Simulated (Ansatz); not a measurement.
# Localised basis functions on twisted h-AlN/h-SiC alternating trilayer, 38.21° (42 atoms), part 2 of 3

Aim: test how closely localised support functions follow the reference on twisted h-AlN/h-SiC alternating trilayer, 38.21° (42 atoms), and at what cost. A setting counts as converged where the r.m.s. difference of forces stays under 1 % of the r.m.s. force.

Ansatz 0.2.0; Kohn-Sham DFT, PBE+D3(BJ), PAW (set soft_2), plane waves.

The cell: 14 Al, 14 N, 7 Si and 7 C. Beside vacuum, support functions can miss their usual error bounds without a warning.

So far. Step 4 (Support functions medium): Forces differ from the reference by 0.19 meV/Å r.m.s., 0.054 % of their size, well within a tolerance of 1 %; the energy by -0.21 meV/atom. It took 2.4 times the reference's time (shared host, so rough). The two runs also began from different starting densities, which bears on cycles and time. Step 5 (Support functions low): Forces differ from the reference by 0.23 meV/Å r.m.s., 0.066 % of their size, well within a tolerance of 1 %; the energy by -0.21 meV/atom.

### 6. Support functions high

With localised support functions most steps grow linearly with size, though the diagonalisation grows faster unless the density matrix is cut; this run measures error and cost at this size. The level high gives here a grid of 54×54×120 points and a radius of 4.64 Å. Besides, the program derives a nominal cutoff of 420 eV for this run, against the reference's 750.

This step: Kohn-Sham DFT, PBE+D3(BJ), PAW (set soft_2), localised support functions (high) (Ansatz 0.2.0).

File input.yaml:

```yaml
crystal:
  lattice:
    - [8.2415, 0.0, 0.0]
    - [-4.12075, 7.13735, 0.0]
    - [0.0, 0.0, 20.35]
  atoms:
    [... the 42 atom lines of step 2 ...]
kpoints:
  mp_grid: { grid: [3, 3, 1] }
hamiltonian:
  xc: pbe
  dispersion: d3bj
scf:
  occupations: { method: fermi_dirac, width: 0.025 }
  eigensolver: { kind: { support_functions: { accuracy: high } } }
  mixing: { beta: 0.4 }
  max_iter: 150
output:
  forces: true
  eigenvalues: true
```

On the command line:

```console
ansatz run input.yaml --threads 4 --pin off --max-ram 8192MiB --backend cpu --events-out ev --progress --plain --runs-dir out
```

Log:

```text
[...]
Crystal: 42 atoms, lattice volume = 1197.037 Å³
Basis set: ecut = 420 eV, 23439 PW (Γ), exchange–correlation on 144×144×300 points (8 copies of the dense FFT grid, shifted against one another)
Bands: 101, of which v1, the nominal top of the filled ones, is band 84 counted from 1 (83 counted from 0)
Symmetry: 1 space group operations
k-points: 5 of 9 (time reversal used)
[...]
Eigensolver: Support functions (high, 54×54×120 points, laid for a spacing of at most 0.171373 Å, radius 4.635517 Å, 28 sites without an atom, 2 species' potentials softened for the grid, 4 wholly corrected for its errors in the mean over positions, 4 with the egg-box correction, energy correction by stochastic trace)
[...]
SCF iter   1: F=—  HF=-19176.141533 eV  |F-HF|=—  |Δ(HF+E_count)|=         —  Δρ=1.14e-1  dr2=2.07e2  ethr=1.00e-1
[...]
SCF iter  16: F=—  HF=-19135.031554 eV  |F-HF|=—  |Δ(HF+E_count)|=   9.98e-5  Δρ=1.03e-6  dr2=1.36e-8  ethr=2.57e-11  κ⁻¹=7.9e-7(r=7)
SCF iter  17: F=-19135.031581 eV  HF=-19135.031581 eV  |F-HF|=5.38e-10  |Δ(HF+E_count)|=   2.78e-5  Δρ=4.95e-7  dr2=3.16e-9  ethr=8.11e-12
SCF 1 converged in 17 iterations: F = -19135.032266 eV  dr2 = 3.16e-9
[...]
SCF converged after 17 iterations
[...]
Free energy (F): -19135.032266 eV
[...]
Internal energy: -19135.032266 eV  (E = F + TS)
E sigma→0 (E₀):  -19135.032266 eV
Fermi energy:    0.861565 eV
[...]
Σ components = -19135.032266   (vs F -19135.032266, Δ=0.00e0)
--- Forces (eV/Å), atoms counted from 1 ---
  atom   1  Al     0.10249072     0.19519904     0.22077454
  atom   2  N     -0.06167069    -0.74859435    -0.10438586
  atom   3  Al     0.00234935     0.34017219    -0.05686658
  atom   4  N      0.44702899    -0.39691761    -0.22315903
[...]
atom  42  N     -0.21743213    -0.51600058     0.34638402
  max |Σ_I F_I| component: 7.17e-5 eV/Å
--- Band table (eV; the first three rows and the last of 5) ---
[...]
```

The job ended after 11 min (4 threads of Arm Neoverse N1, shared host; peak memory 4.7 GiB; 40 min of CPU time).

Keys that differ from the reference: basis.ecutwfc removed, support_functions.accuracy = "high", scf.max_iter = 150 and scf.mixing.beta = 0.4.

Forces differ from the reference by 0.03 meV/Å r.m.s., 0.0084 % of their size, well within a tolerance of 1 %; the energy by -0.16 meV/atom. It took 5.0 times the reference's time (shared host, so rough). The two runs also began from different starting densities, which bears on cycles and time.

### 7. Support functions medium, radius 3.76 Å

The radius confines each support function; a larger one gives more freedom and more work per atom. Besides, the program derives a nominal cutoff of 420 eV for this run, against the reference's 750.

This step: Kohn-Sham DFT, PBE+D3(BJ), PAW (set soft_2), localised support functions (medium) (Ansatz 0.2.0).

input.yaml, the sections that differ from step 6:

```yaml
scf:
  occupations: { method: fermi_dirac, width: 0.025 }
  eigensolver: { kind: { support_functions: { accuracy: medium, radius: 3.76 } } }
  mixing: { beta: 0.4 }
  max_iter: 150
# crystal, kpoints, hamiltonian, output: as in step 6
```

Log:

```text
[...]
Crystal: 42 atoms, lattice volume = 1197.037 Å³
Basis set: ecut = 420 eV, 23439 PW (Γ), exchange–correlation on 120×120×288 points (8 copies of the dense FFT grid, shifted against one another)
Bands: 101, of which v1, the nominal top of the filled ones, is band 84 counted from 1 (83 counted from 0)
Symmetry: 1 space group operations
k-points: 5 of 9 (time reversal used)
[...]
SCF iter   1: F=—  HF=-19175.227955 eV  |F-HF|=—  |Δ(HF+E_count)|=         —  Δρ=1.14e-1  dr2=2.07e2  ethr=1.00e-1
[...]
SCF iter  15: F=-19135.029013 eV  HF=-19135.029013 eV  |F-HF|=1.42e-7  |Δ(HF+E_count)|=   2.78e-8  Δρ=5.13e-6  dr2=6.83e-7  ethr=6.35e-10
SCF 1 converged in 15 iterations: F = -19135.034305 eV  dr2 = 6.83e-7
[...]
SCF converged after 15 iterations
[...]
Free energy (F): -19135.034305 eV
[...]
Internal energy: -19135.034305 eV  (E = F + TS)
E sigma→0 (E₀):  -19135.034305 eV
Fermi energy:    0.861941 eV
[...]
Σ components = -19135.034305   (vs F -19135.034305, Δ=0.00e0)
--- Forces (eV/Å), atoms counted from 1 ---
  atom   1  Al     0.10256583     0.19513158     0.22120908
  atom   2  N     -0.06179363    -0.74864283    -0.10488558
  atom   3  Al     0.00247352     0.34017403    -0.05666991
  atom   4  N      0.44693205    -0.39688966    -0.22374077
[...]
atom  42  N     -0.21748440    -0.51595283     0.34681296
  max |Σ_I F_I| component: 1.75e-3 eV/Å
--- Band table (eV; the first three rows and the last of 5) ---
[...]
```

The job ended after 3.6 min (4 threads; peak memory 2.7 GiB; 13 min of CPU time).

Keys that differ from the reference: basis.ecutwfc removed, support_functions.accuracy = "medium", support_functions.radius = 3.76, scf.max_iter = 150 and scf.mixing.beta = 0.4.

Forces differ from the reference by 0.22 meV/Å r.m.s., 0.063 % of their size, well within a tolerance of 1 %; the energy by -0.21 meV/atom. It took 1.6 times the reference's time (shared host, so rough). The two runs also began from different starting densities, which bears on cycles and time.

### 8. Support functions medium, radius 4.07 Å

The radius confines each support function; a larger one gives more freedom and more work per atom. Besides, the program derives a nominal cutoff of 420 eV for this run, against the reference's 750.

input.yaml, the sections that differ from step 7:

```yaml
scf:
  occupations: { method: fermi_dirac, width: 0.025 }
  eigensolver: { kind: { support_functions: { accuracy: medium, radius: 4.07 } } }
  mixing: { beta: 0.4 }
  max_iter: 150
# crystal, kpoints, hamiltonian, output: as in step 7
```

Log:

```text
[...]
Crystal: 42 atoms, lattice volume = 1197.037 Å³
Basis set: ecut = 420 eV, 23439 PW (Γ), exchange–correlation on 120×120×288 points (8 copies of the dense FFT grid, shifted against one another)
Bands: 101, of which v1, the nominal top of the filled ones, is band 84 counted from 1 (83 counted from 0)
Symmetry: 1 space group operations
k-points: 5 of 9 (time reversal used)
[...]
SCF iter   1: F=—  HF=-19175.904733 eV  |F-HF|=—  |Δ(HF+E_count)|=         —  Δρ=1.14e-1  dr2=2.07e2  ethr=1.00e-1
[...]
SCF iter  13: F=—  HF=-19135.031505 eV  |F-HF|=—  |Δ(HF+E_count)|=   2.33e-4  Δρ=9.82e-6  dr2=9.28e-7  ethr=4.73e-9  κ⁻¹=1.5e-6(r=7)
SCF iter  14: F=-19135.031506 eV  HF=-19135.031506 eV  |F-HF|=1.55e-8  |Δ(HF+E_count)|=   6.77e-7  Δρ=2.52e-6  dr2=1.47e-7  ethr=5.52e-10
SCF 1 converged in 14 iterations: F = -19135.034328 eV  dr2 = 1.47e-7
[...]
SCF converged after 14 iterations
[...]
Free energy (F): -19135.034328 eV
[...]
Internal energy: -19135.034328 eV  (E = F + TS)
E sigma→0 (E₀):  -19135.034328 eV
Fermi energy:    0.861913 eV
[...]
Σ components = -19135.034328   (vs F -19135.034328, Δ=0.00e0)
--- Forces (eV/Å), atoms counted from 1 ---
  atom   1  Al     0.10249523     0.19527021     0.22117490
  atom   2  N     -0.06170257    -0.74867764    -0.10472470
  atom   3  Al     0.00228894     0.34014299    -0.05655785
  atom   4  N      0.44691549    -0.39683771    -0.22345229
[...]
atom  42  N     -0.21744954    -0.51599072     0.34669029
  max |Σ_I F_I| component: 8.46e-4 eV/Å
--- Band table (eV; the first three rows and the last of 5) ---
[...]
```

Wall time 4 min (4 threads); peak memory 2.9 GiB.

Keys that differ from the reference: basis.ecutwfc removed, support_functions.accuracy = "medium", support_functions.radius = 4.07, scf.max_iter = 150 and scf.mixing.beta = 0.4.

Forces differ from the reference by 0.20 meV/Å r.m.s., 0.058 % of their size, well within a tolerance of 1 %; the energy by -0.21 meV/atom. It took 1.8 times the reference's time (shared host, so rough). The two runs also began from different starting densities, which bears on cycles and time.

### 9. Support functions medium, radius 4.34 Å

The radius confines each support function; a larger one gives more freedom and more work per atom. Besides, the program derives a nominal cutoff of 420 eV for this run, against the reference's 750.

input.yaml, the sections that differ from step 8:

```yaml
scf:
  occupations: { method: fermi_dirac, width: 0.025 }
  eigensolver: { kind: { support_functions: { accuracy: medium, radius: 4.34 } } }
  mixing: { beta: 0.4 }
  max_iter: 150
# crystal, kpoints, hamiltonian, output: as in step 8
```

Log:

```text
[...]
Crystal: 42 atoms, lattice volume = 1197.037 Å³
Basis set: ecut = 420 eV, 23439 PW (Γ), exchange–correlation on 120×120×288 points (8 copies of the dense FFT grid, shifted against one another)
Bands: 101, of which v1, the nominal top of the filled ones, is band 84 counted from 1 (83 counted from 0)
Symmetry: 1 space group operations
k-points: 5 of 9 (time reversal used)
[...]
SCF iter   1: F=—  HF=-19176.107135 eV  |F-HF|=—  |Δ(HF+E_count)|=         —  Δρ=1.14e-1  dr2=2.07e2  ethr=1.00e-1
[...]
SCF iter  13: F=—  HF=-19135.032663 eV  |F-HF|=—  |Δ(HF+E_count)|=   1.42e-4  Δρ=9.81e-6  dr2=9.04e-7  ethr=2.97e-9  κ⁻¹=1.8e-6(r=7)
SCF iter  14: F=-19135.032664 eV  HF=-19135.032664 eV  |F-HF|=1.46e-8  |Δ(HF+E_count)|=   6.67e-7  Δρ=2.69e-6  dr2=7.10e-8  ethr=5.38e-10
SCF 1 converged in 14 iterations: F = -19135.034313 eV  dr2 = 7.10e-8
[...]
SCF converged after 14 iterations
[...]
Free energy (F): -19135.034313 eV
[...]
Internal energy: -19135.034313 eV  (E = F + TS)
E sigma→0 (E₀):  -19135.034313 eV
Fermi energy:    0.861751 eV
[...]
Σ components = -19135.034313   (vs F -19135.034313, Δ=0.00e0)
--- Forces (eV/Å), atoms counted from 1 ---
  atom   1  Al     0.10251544     0.19525977     0.22103870
  atom   2  N     -0.06168108    -0.74866953    -0.10462266
  atom   3  Al     0.00226389     0.34015100    -0.05664734
  atom   4  N      0.44698113    -0.39699925    -0.22327640
[...]
atom  42  N     -0.21748289    -0.51596032     0.34653757
  max |Σ_I F_I| component: 1.32e-3 eV/Å
--- Band table (eV; the first three rows and the last of 5) ---
[...]
```

It took 4.8 min on 4 threads; peak memory 3.2 GiB.

Keys that differ from the reference: basis.ecutwfc removed, support_functions.accuracy = "medium", support_functions.radius = 4.34, scf.max_iter = 150 and scf.mixing.beta = 0.4.

Forces differ from the reference by 0.15 meV/Å r.m.s., 0.043 % of their size, well within a tolerance of 1 %; the energy by -0.21 meV/atom. It took 2.2 times the reference's time (shared host, so rough). The two runs also began from different starting densities, which bears on cycles and time.

### 10. Support functions medium, radius 4.65 Å

The radius confines each support function; a larger one gives more freedom and more work per atom. Besides, the program derives a nominal cutoff of 420 eV for this run, against the reference's 750.

input.yaml, the sections that differ from step 9:

```yaml
scf:
  occupations: { method: fermi_dirac, width: 0.025 }
  eigensolver: { kind: { support_functions: { accuracy: medium, radius: 4.65 } } }
  mixing: { beta: 0.4 }
  max_iter: 150
# crystal, kpoints, hamiltonian, output: as in step 9
```

Log:

```text
[...]
Crystal: 42 atoms, lattice volume = 1197.037 Å³
Basis set: ecut = 420 eV, 23439 PW (Γ), exchange–correlation on 120×120×288 points (8 copies of the dense FFT grid, shifted against one another)
Bands: 101, of which v1, the nominal top of the filled ones, is band 84 counted from 1 (83 counted from 0)
Symmetry: 1 space group operations
k-points: 5 of 9 (time reversal used)
[...]
SCF iter   1: F=—  HF=-19176.195377 eV  |F-HF|=—  |Δ(HF+E_count)|=         —  Δρ=1.14e-1  dr2=2.07e2  ethr=1.00e-1
[...]
SCF iter  13: F=—  HF=-19135.033281 eV  |F-HF|=—  |Δ(HF+E_count)|=   9.58e-5  Δρ=1.01e-5  dr2=9.56e-7  ethr=2.77e-9  κ⁻¹=1.6e-6(r=7)
SCF iter  14: F=-19135.033281 eV  HF=-19135.033281 eV  |F-HF|=5.32e-9  |Δ(HF+E_count)|=   7.28e-7  Δρ=3.12e-6  dr2=1.17e-7  ethr=5.69e-10
SCF 1 converged in 14 iterations: F = -19135.034315 eV  dr2 = 1.17e-7
[...]
SCF converged after 14 iterations
[...]
Free energy (F): -19135.034315 eV
[...]
Internal energy: -19135.034315 eV  (E = F + TS)
E sigma→0 (E₀):  -19135.034315 eV
Fermi energy:    0.861748 eV
[...]
Σ components = -19135.034315   (vs F -19135.034315, Δ=0.00e0)
--- Forces (eV/Å), atoms counted from 1 ---
  atom   1  Al     0.10250693     0.19522403     0.22105256
  atom   2  N     -0.06168831    -0.74870359    -0.10455088
  atom   3  Al     0.00228991     0.34016851    -0.05665107
  atom   4  N      0.44697869    -0.39698496    -0.22320786
[...]
atom  42  N     -0.21747369    -0.51598304     0.34648067
  max |Σ_I F_I| component: 1.05e-3 eV/Å
--- Band table (eV; the first three rows and the last of 5) ---
[...]
```

Elapsed: 6.3 min, on 4 threads; peak memory 3.5 GiB.

Keys that differ from the reference: basis.ecutwfc removed, support_functions.accuracy = "medium", support_functions.radius = 4.65, scf.max_iter = 150 and scf.mixing.beta = 0.4.

Forces differ from the reference by 0.14 meV/Å r.m.s., 0.039 % of their size, well within a tolerance of 1 %; the energy by -0.21 meV/atom. It took 2.9 times the reference's time (shared host, so rough). The two runs also began from different starting densities, which bears on cycles and time.

### 11. Support functions medium, radius 5.23 Å

The radius confines each support function; a larger one gives more freedom and more work per atom. Besides, the program derives a nominal cutoff of 420 eV for this run, against the reference's 750.

input.yaml, the sections that differ from step 10:

```yaml
scf:
  occupations: { method: fermi_dirac, width: 0.025 }
  eigensolver: { kind: { support_functions: { accuracy: medium, radius: 5.23 } } }
  mixing: { beta: 0.4 }
  max_iter: 150
# crystal, kpoints, hamiltonian, output: as in step 10
```

Log:

```text
[...]
Crystal: 42 atoms, lattice volume = 1197.037 Å³
Basis set: ecut = 420 eV, 23439 PW (Γ), exchange–correlation on 120×120×288 points (8 copies of the dense FFT grid, shifted against one another)
Bands: 101, of which v1, the nominal top of the filled ones, is band 84 counted from 1 (83 counted from 0)
Symmetry: 1 space group operations
k-points: 5 of 9 (time reversal used)
[...]
SCF iter   1: F=—  HF=-19176.242173 eV  |F-HF|=—  |Δ(HF+E_count)|=         —  Δρ=1.14e-1  dr2=2.07e2  ethr=1.00e-1
[...]
SCF iter  13: F=—  HF=-19135.033711 eV  |F-HF|=—  |Δ(HF+E_count)|=   6.40e-5  Δρ=1.07e-5  dr2=1.26e-6  ethr=2.33e-9  κ⁻¹=1.8e-6(r=7)
SCF iter  14: F=-19135.033712 eV  HF=-19135.033712 eV  |F-HF|=1.06e-7  |Δ(HF+E_count)|=   8.99e-7  Δρ=4.98e-6  dr2=4.10e-7  ethr=7.48e-10
SCF 1 converged in 14 iterations: F = -19135.034314 eV  dr2 = 4.10e-7
[...]
SCF converged after 14 iterations
[...]
Free energy (F): -19135.034314 eV
[...]
Internal energy: -19135.034314 eV  (E = F + TS)
E sigma→0 (E₀):  -19135.034314 eV
Fermi energy:    0.861613 eV
[...]
Σ components = -19135.034314   (vs F -19135.034314, Δ=0.00e0)
--- Forces (eV/Å), atoms counted from 1 ---
  atom   1  Al     0.10253406     0.19527540     0.22099341
  atom   2  N     -0.06169913    -0.74872123    -0.10449575
  atom   3  Al     0.00230960     0.34015002    -0.05664316
  atom   4  N      0.44697881    -0.39701713    -0.22310682
[...]
atom  42  N     -0.21746144    -0.51596048     0.34636886
  max |Σ_I F_I| component: 1.04e-3 eV/Å
--- Band table (eV; the first three rows and the last of 5) ---
[...]
```

Run time: 10 min. Hardware: 4 threads; peak memory 4.2 GiB.

Keys that differ from the reference: basis.ecutwfc removed, support_functions.accuracy = "medium", support_functions.radius = 5.23, scf.max_iter = 150 and scf.mixing.beta = 0.4.

Forces differ from the reference by 0.10 meV/Å r.m.s., 0.029 % of their size, well within a tolerance of 1 %; the energy by -0.21 meV/atom. It took 4.7 times the reference's time (shared host, so rough). The two runs also began from different starting densities, which bears on cycles and time.

### 12. Support functions medium, radius 5.81 Å

The radius confines each support function; a larger one gives more freedom and more work per atom. Besides, the program derives a nominal cutoff of 420 eV for this run, against the reference's 750.

input.yaml, the sections that differ from step 11:

```yaml
scf:
  occupations: { method: fermi_dirac, width: 0.025 }
  eigensolver: { kind: { support_functions: { accuracy: medium, radius: 5.81 } } }
  mixing: { beta: 0.4 }
  max_iter: 150
# crystal, kpoints, hamiltonian, output: as in step 11
```

Log:

```text
[...]
Crystal: 42 atoms, lattice volume = 1197.037 Å³
Basis set: ecut = 420 eV, 23439 PW (Γ), exchange–correlation on 120×120×288 points (8 copies of the dense FFT grid, shifted against one another)
Bands: 101, of which v1, the nominal top of the filled ones, is band 84 counted from 1 (83 counted from 0)
Symmetry: 1 space group operations
k-points: 5 of 9 (time reversal used)
[...]
SCF iter   1: F=—  HF=-19176.249268 eV  |F-HF|=—  |Δ(HF+E_count)|=         —  Δρ=1.14e-1  dr2=2.07e2  ethr=1.00e-1
[...]
SCF iter  13: F=—  HF=-19135.033968 eV  |F-HF|=—  |Δ(HF+E_count)|=   4.31e-5  Δρ=1.10e-5  dr2=1.39e-6  ethr=2.05e-9  κ⁻¹=2.0e-6(r=7)
SCF iter  14: F=-19135.033969 eV  HF=-19135.033969 eV  |F-HF|=1.90e-7  |Δ(HF+E_count)|=   1.03e-6  Δρ=5.80e-6  dr2=6.26e-7  ethr=8.29e-10
SCF 1 converged in 14 iterations: F = -19135.034322 eV  dr2 = 6.26e-7
[...]
SCF converged after 14 iterations
[...]
Free energy (F): -19135.034322 eV
[...]
Internal energy: -19135.034322 eV  (E = F + TS)
E sigma→0 (E₀):  -19135.034322 eV
Fermi energy:    0.861558 eV
[...]
Σ components = -19135.034322   (vs F -19135.034322, Δ=0.00e0)
--- Forces (eV/Å), atoms counted from 1 ---
  atom   1  Al     0.10252924     0.19526493     0.22099641
  atom   2  N     -0.06167751    -0.74870179    -0.10449169
  atom   3  Al     0.00232721     0.34013679    -0.05661683
  atom   4  N      0.44697042    -0.39703821    -0.22307761
[...]
atom  42  N     -0.21748656    -0.51598859     0.34636258
  max |Σ_I F_I| component: 7.90e-4 eV/Å
--- Band table (eV; the first three rows and the last of 5) ---
[...]
```

Elapsed: 14 min, on 4 threads; peak memory 5 GiB; 46 min of CPU time.

Keys that differ from the reference: basis.ecutwfc removed, support_functions.accuracy = "medium", support_functions.radius = 5.81, scf.max_iter = 150 and scf.mixing.beta = 0.4.

Forces differ from the reference by 0.11 meV/Å r.m.s., 0.031 % of their size, well within a tolerance of 1 %; the energy by -0.21 meV/atom. It took 6.4 times the reference's time (shared host, so rough). The two runs also began from different starting densities, which bears on cycles and time.

(Part 2 of 3 ends here.)

[Logs are printed without paths, hosts, clocks, repeated set-up lines and the standing remarks that a program may print on its own settings, such as how far it seeks lower states.]

[Hosts, paths, dates, database ids (printed as entryN), source tags and the programs' standing remarks are cut or masked in the printed files.]
